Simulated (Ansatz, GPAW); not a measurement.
# Si/Ag(111): work function by functional and basis, part 3 of 3

Wanted: work functions and dipole of Si/Ag(111), with the cost of each level.

GPAW 26.7.0 and Ansatz 0.2.0; Ansatz plane waves; slab in vacuum with a dipole correction, relaxation (the session's first sound run).

So far, upper work function (eV): step 2 (relaxation, PBE) 4.70; step 5 (self-consistent run: xc = "RPBE") 4.63; step 6 (self-consistent run: xc = "LDA") 4.87; step 7 (real-space grid: mode = "fd", PBE, GPAW) 4.70; step 8 (atomic orbitals: mode = "lcao", PBE, GPAW) 4.67.

## Step 10: A second plane-wave code

A second program with its own datasets checks the number independently.

This step: Ansatz plane waves; slab in vacuum with a dipole correction (Ansatz 0.2.0).

input.yaml

```yaml
crystal:
  lattice:
    - [2.8920667351, 0.0, 0.0]
    - [1.4460333675, 2.504603262, 0.0]
    - [0.0, 0.0, 25.1905842623]
  atoms:
    - { symbol: Ag, position: [0.0, 0.0, 0.3175789778] }
    - { symbol: Ag, position: [0.3333333333, 0.3333333333, 0.4113188679] }
    - { symbol: Ag, position: [0.6666666667, 0.6666666667, 0.5067729028] }
    - { symbol: Ag, position: [0.0, 0.0, 0.6032109236] }
    - { symbol: Si, position: [0.6666666667, 0.6666666667, 0.6918144023] }
kpoints:
  mp_grid: { grid: [12, 12, 1] }
hamiltonian:
  xc: pbe
scf:
  occupations: { method: fermi_dirac, width: 0.1 }
efield:
  axis: 3
  dipole_correction: true
  ramp_width: 0.05
output:
  forces: true
  write_potential: true
  write_density: true
  volumetric_format: npy
  elf: true
```

Run with:

```bash
> ansatz run input.yaml --threads 4 --pin off --max-ram 8192MiB --backend cpu --events-out ev --progress --plain --runs-dir out
```

Numbers of over 12 decimals in the logs are rounded to 6 here.

Output:

```text
[...]
Crystal: 5 atoms, lattice volume = 182.467 Å³
Basis set: ecut = 420 eV, 3553 PW (Γ), exchange–correlation on 40×40×360 points (8 copies of the dense FFT grid, shifted against one another)
Bands: 48, of which v1, the nominal top of the filled ones, is band 40 counted from 1 (39 counted from 0)
Symmetry: 6 space group operations
[...]
k-points: 19 of 144 (time reversal used)
[...]
SCF iter   1: F=—  HF=-30996.743716 eV  |F-HF|=—  |Δ(HF+E_count)|=         —  Δρ=1.79e-3  dr2=2.20e-1  ethr=1.77e-3  p=-0.007 e·Å  D=-6.70e-3 V/Å  ΔV_dip=0.17 eV  dr2_dipole=1.42e-1  V_vac-E_F(+/−)=4.59/4.42 eV  ⟨swp⟩=8.7  Hψ=4016  notcnv=0  defer=8
[...]
SCF iter   7: F=-30996.746434 eV  HF=-30996.746434 eV  |F-HF|=6.02e-9  |Δ(HF+E_count)|=   2.77e-7  Δρ=6.54e-6  dr2=9.74e-8  ethr=1.25e-10  p=-0.010 e·Å  D=-9.55e-3 V/Å  ΔV_dip=0.24 eV  dr2_dipole=4.13e-10  V_vac-E_F(+/−)=4.70/4.46 eV  ⟨swp⟩=17.2  Hψ=7625  notcnv=0
SCF 1 converged in 7 iterations: F = -30996.746434 eV  dr2 = 9.74e-8
[...]
SCF converged after 7 iterations
Free energy (F): -30996.746434 eV
[...]
Internal energy: -30996.677058 eV  (E = F + TS)
E sigma→0 (E₀):  -30996.711746 eV
Entropy (-TS):   -0.069376 eV (-13.875 meV/atom)
Fermi energy:    4.875498 eV
Dipole field:    D = -0.009581 V/Å  (p = -0.009661 e·Å, saw-weighted, corrected)
Work function:   Φ+ = 4.6970 eV   Φ− = 4.4556 eV
[...]
--- Forces (eV/Å), atoms counted from 1 ---
  atom   1  Ag    -0.00000000    -0.00000000    -0.17257322
  atom   2  Ag     0.00000000     0.00000000     0.16418429
  atom   3  Ag    -0.00000000     0.00000000     0.00993153
  atom   4  Ag     0.00000000     0.00000000    -0.00683810
  atom   5  Si     0.00000000     0.00000000     0.00527134
  max |Σ_I F_I| component: 2.42e-5 eV/Å
--- Band table (eV; the first three rows and the last of 19) ---
  k-point 0: bands = [... 36 lower, 1.4851, 1.4851, 1.7998, 1.7998, 2.5266, 4.5697, 7.8648, 9.0450, ... 4 higher]
  k-point 1: bands = [... 36 lower, 1.3898, 1.4863, 1.7679, 1.8051, 2.9687, 4.9261, 8.0078, 9.2034, ... 4 higher]
  k-point 2: bands = [... 36 lower, 1.3692, 1.4810, 1.8172, 2.2047, 3.7538, 5.7742, 8.4271, 9.5480, ... 4 higher]
  k-point 18: bands = [... 36 lower, 2.0470, 3.0533, 3.1957, 7.0242, 8.2376, 8.4030, 8.5311, 9.1073, ... 4 higher]
```

Elapsed: 8.9 s, on 4 threads of Arm Neoverse N1, shared host; peak memory 0.52 GiB.

Reading the cycles: dr2 is the Hartree energy of the density residual (eV), the measure of convergence; HF is the Harris–Foulkes estimate of the energy, which meets the free energy F at convergence.

Numbers from this step:

| Property | Result |
| --- | --- |
| upper work function | 4.697 eV |
| lower work function | 4.456 eV |
| dipole along the normal | -0.009661 e·Å |
| dipole field | -0.009581 V/Å |
| vacuum level below | 9.331 eV |

The electrostatic potential energy of an electron (with the applied field's), less the Fermi level, planar mean oscillates, so the rows of the table below give means over windows of 2.38 Å about each position, cut where the curve ends. Its maxima inside the range that stand out by 2 % of the span (Å: eV): 9.2: 0.642, 11.6: 0.983, 14.0: 1.12, 16.4: -0.476. Its minima: 8.0: -12.5, 10.4: -12.7, 12.7: -12.5, 15.3: -12.7, 17.4: -15.0.

Electrostatic potential energy of an electron (with the applied field's), less the Fermi level, planar mean against z; means over each step:

z (Å), electrostatic potential energy of an electron (with the applied field's), less the Fermi level, planar mean (eV) and a bar from the least value:
```
     1.19        4.5 #############################
     3.57        4.5 #############################
     5.95        3.6 ###########################
     8.33       -5.9 #
    10.71       -5.9 #
    13.09       -5.8 ##
    15.47       -6.4 
    17.85       -5.8 ##
    20.23        4.6 ##############################
    22.61        4.7 ##############################
    24.99        4.7 ##############################
```

The valence density, planar mean oscillates, so the rows of the table below give means over windows of 2.38 Å about each position, cut where the curve ends. Its maxima inside the range that stand out by 2 % of the span (Å: e/Å³): 8.0: 2.62, 10.4: 2.62, 12.7: 2.61, 15.3: 2.59. Its minima: 9.2: 0.192, 11.6: 0.183, 14.0: 0.176.

Table of valence density, planar mean by z; means over each step:

z (Å), valence density, planar mean (e/Å³) and a bar:
```
     3.57       0.00 
     5.95       0.04 #
     8.33       1.10 ##############################
    10.71       1.10 ##############################
    13.09       1.10 ##############################
    15.47       1.11 ##############################
    17.85       0.19 #####
    20.23       0.00 
    22.61       0.00
```

Force by atom:

| atom | x (eV/Å) | y (eV/Å) | z (eV/Å) | size |
| --- | --- | --- | --- | --- |
| Ag1 | 0.000 | 0.000 | -0.173 | 0.173 |
| Ag2 | 0.000 | 0.000 | 0.164 | 0.164 |
| Ag3 | 0.000 | 0.000 | 0.010 | 0.010 |
| Ag4 | 0.000 | 0.000 | -0.007 | 0.007 |
| Si5 | 0.000 | 0.000 | 0.005 | 0.005 |

Electrostatic potential energy in the ca plane at fractional y = 0.667, with atoms of Ag and Si within 0.2 Å of it. With pseudopotentials it is smooth inside the atoms' cores, unlike the true potential.

Ten even steps from '0' (-37 eV) to '9' (9 eV), each cell a mean:
```
89999888997433589988888742368999999999999999
99999999985200379999998500038999999999999999
99999999985100269999998400027999999999999999
99999999986201379999998510048999999999999999
88998878998544689887888753478999999999999999
68988657899888899865689888889999999999999999
57887556899989999854579998999999999999999999
68998667899877899866689887889999999999999999
```
Columns run along c (16.0 Å, from fractional 0.33 to 0.97 of the cell; values clipped at the 3rd and 97th percentile), rows up along a (2.9 Å). Atoms in or near the plane, at fractional coordinates: Ag at (0.51, 0.67), Si at (0.69, 0.67).

ELF in the ca plane at fractional y = 0.667, with atoms of Ag and Si within 0.2 Å of it. It is the smooth field of the valence electrons, not physical close to the nuclei.

Ten even steps from '0' (0.00) to '9' (0.90), each cell a mean:
```
21111221112455321122224677898641000000000000
11111112223677521221236755799862000000000000
21111122223688631222236757799963100000000000
11111112113576521211235755799852000000000000
21111222112344321122224677898631000000000000
32112332211222211233322456765310000000000000
32112343211111111234322345543100000000000000
32112332111222211223222467775310000000000000
```
Columns run along c (16.0 Å, from fractional 0.33 to 0.97 of the cell), rows up along a (2.9 Å). Atoms in or near the plane, at fractional coordinates: Ag at (0.51, 0.67), Si at (0.69, 0.67).

Valence density in the ca plane at fractional y = 0.667, with atoms of Ag and Si within 0.2 Å of it. It is the smooth field of the valence electrons, not physical close to the nuclei.

Ten steps, logarithmic in the rise over the least value, from '0' (0 e/Å³) to '9' (18 e/Å³), each cell a mean:
```
21111221112566421122211222221000000000000000
11111111114799631111111221121000000000000000
11001111124899731111111210121000000000000000
11111111113788631111111221221000000000000000
21111222112465321122211122221000000000000000
32112343111222111234321111110000000000000000
42112443211111111234421111110000000000000000
32112333111222211233321112110000000000000000
```
Columns run along c (16.0 Å, from fractional 0.33 to 0.97 of the cell), rows up along a (2.9 Å). Atoms in or near the plane, at fractional coordinates: Ag at (0.51, 0.67), Si at (0.69, 0.67).

The upper face's work function is 4.697 eV, against 4.700 eV in the first plane-wave PBE run at this geometry.

## Step 11: Side by side

Results and costs are gathered.

This step: comparison of work functions, dipole and cost (GPAW 26.7.0).

Ladder, by row:

| step | code | work function, upper (eV) | work function, lower (eV) | dipole (e Å) | wall time (s) | peak memory (GiB) | threads |
| --- | --- | --- | --- | --- | --- | --- | --- |
| pw | GPAW | 4.7 | 4.469 | -0.009192 | 201.6 | 0.25 | 1 |
| optPBE-vdW | GPAW | 4.831 | 4.647 | -0.007267 | 213.9 | 0.37 | 1 |
| RPBE | GPAW | 4.632 | 4.269 | -0.01447 | 196.2 | 0.25 | 1 |
| LDA | GPAW | 4.869 | 4.887 | 8.14e-4 | 206.1 | 0.25 | 1 |
| fd | GPAW | 4.7 | 4.467 | -0.009269 | 753 | 0.77 | 1 |
| lcao | GPAW | 4.666 | 4.428 | -0.009452 | 1279 | 0.32 | 1 |
| ansatz | Ansatz | 4.697 | 4.456 | -0.009661 | 8.91 | 0.523 | 4 |

## Step 12: A changed run

One more run, with changed settings.

This step: GPAW, PAW setups; slab in vacuum (GPAW 26.7.0).

run.py

```python
import json
import numpy as np
from ase import Atoms
from gpaw import GPAW, PW

slab = Atoms(
    ['Ag', 'Ag', 'Ag', 'Ag', 'Si'],
    positions=[
        [-0.00000, -0.00000, 8.00000],
        [1.44603, 0.83487, 10.36136],
        [2.89207, 1.66974, 12.76591],
        [-0.00000, -0.00000, 15.19524],
        [2.89207, 1.66974, 17.42721]],
    cell=[[2.89207, 0.0, 0.0], [1.44603, 2.5046, 0.0], [0.0, 0.0, 25.19058]],
    pbc=[True, True, False])

slab.calc = GPAW(mode=PW(400), xc='pbe96', kpts={'size': (12, 12, 1), 'gamma': True},
                 occupations={'name': 'fermi-dirac', 'width': 0.1}, nbands='200%',
                 convergence={'density': 1e-05}, maxiter=100,
                 poissonsolver={'dipolelayer': 'xy'},
                 symmetry={'tolerance': 1e-3}, txt='slab.txt')
result = {}
energy = slab.get_potential_energy()
fermi = slab.calc.get_fermi_level()
v = slab.calc.get_electrostatic_potential().mean((0, 1)) - fermi
n = slab.calc.get_pseudo_density().mean((0, 1))
L = slab.cell[2, 2]
z = np.arange(len(v)) * L / len(v)
low, high = slab.positions[:, 2].min(), slab.positions[:, 2].max()
below, above = np.interp([low - 5.8, high + 5.8], z, v)
slopes = [np.interp(x, z, np.gradient(v, z)) for x in (low - 5.8, high + 5.8)]
eps = np.array([[slab.calc.get_eigenvalues(k, s) for k in range(len(slab.calc.get_ibz_k_points()))]
                for s in range(slab.calc.get_number_of_spins())]) - fermi
top, bottom = eps[eps < 0].max(), eps[eps > 0].min()
dipole = slab.get_dipole_moment()[2]
print(f'energy {energy:.4f} eV, Fermi level {fermi:.4f} eV, dipole {dipole:.5f} e A')
print(f'potential 5.8 A off the faces, from the Fermi level: lower {below:.4f} eV, upper {above:.4f} eV')
print(f'slope of the potential there: lower {slopes[0]:.5f}, upper {slopes[1]:.5f} eV/A')
print(f'nearest levels on the mesh: {top:.4f} and {bottom:.4f} eV')
print('magnetic moment', round(slab.get_magnetic_moment(), 3))
result.update(energy=energy, fermi=fermi, dipole=dipole, below=below, above=above, slopes=slopes, edges=[top, bottom],
              z=z.tolist(), v=v.tolist(), n=n.tolist(), positions=slab.positions.tolist(),
              forces=slab.get_forces(apply_constraint=False).tolist(), moments=slab.get_magnetic_moments().tolist())
json.dump(result, open('result.json', 'w'))
```

Run with:

```bash
> OMP_NUM_THREADS=1 OPENBLAS_NUM_THREADS=1 python run.py
```

Output:

```text
NameError: Unknown functional: pbe96.
```

The job ended after 1.3 s (1 thread; peak memory 0.1 GiB).

The input was rejected at the start.

The program's message: “NameError: Unknown functional: pbe96.”

The change that led to it: xc = "pbe96".

## Step 13: Results

| Quantity | Value |
| --- | --- |
| work function, upper and lower face | 4.700 and 4.469 eV |
| dipole along the normal | -0.00919 e Å |

With plane waves and PBE the work function is 4.70 eV on the upper face and 4.47 eV on the lower. The two faces differ by 0.23 eV, the step that the slab's dipole makes (e p/(ε0 A) gives 0.23 eV), so the dipole layer is needed. Over the sound runs of the table the upper face's work function spans 4.632 (RPBE) to 4.869 eV (LDA). The two plane-wave codes differ by 0.0034 eV on the upper face. The cell of 7.24 Å² holds one Si, started on one chosen site; other sites and coverages weren't tried. The in-plane lattice was kept as typed, which isn't the functional's own and leaves some strain; spin-orbit coupling and temperature are left out.

[Logs are printed without paths, hosts, clocks, repeated set-up lines and the standing remarks that a program may print on its own settings, such as how far it seeks lower states.]

[Hosts, paths, dates, database ids (printed as entryN), source tags and the programs' standing remarks are cut or masked in the printed files.]
